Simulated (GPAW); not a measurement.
# Calculated records

```
! title: MgO2 (R-3m): one start, several treatments of the self-energy
! method: DFT, LDA, plane waves, PAW (and 3 further levels or steps)
! program: GPAW 26.7.0
! settings of one run: cutoff 600 eV, GPAW PAW setups 1.2.1 data release, 4×4×4 k-mesh, nbands 210
! cost: 6 runs, 3.9 min in all on 4 MPI ranks of Arm Neoverse V2, shared host (the runs of this entry)
! notes: The cell and positions are those that the Materials Project relaxed with its own functionals (PBE, PBE+U or r2SCAN), kept fixed. Bands and cutoff are finite, so the gap is not at the basis limit. The miss can reach some tenths of an eV and take either sign; the mesh is an error of its own. The program warns of a poor linear fit in the extrapolation of some level, so the extrapolated values are rough. The 4×4×4 mesh is coarse for this cell, which bears on the long-range parts of exchange and screening.
! G0W0, Godby-Needs plasmon pole: 5.236 eV
! one-shot HSE06: 4.532 eV
! G0W0, extrapolated in the cutoff: 5.359 eV
! one-shot PBE0: 5.304 eV
! G0W0, full frequency, Hilbert transform: 5.133 eV
! known limits: not at the basis limit; coarse k mesh
CELL_PARAMETERS angstrom
1.60476 0.92651 3.49398
-1.60476 0.92651 3.49398
0.00000 -1.85302 3.49398
ATOMIC_POSITIONS crystal
Mg 0.00000 0.00000 0.00000
O 0.42879 0.42879 0.42879
O 0.57121 0.57121 0.57121
```

[Paths, hosts, dates, memory and timing lines, banners, echoed tables and standing remarks are left out of the program output.]

[Logs are printed without paths, hosts, clocks, repeated set-up lines and the standing remarks that a program may print on its own settings, such as how far it seeks lower states.]

[Runs of the session that timed out or met a known fault of the program may be left out.]

[Hosts, paths, dates, database ids (printed as entryN), source tags and the programs' standing remarks are cut or masked in the printed files.]
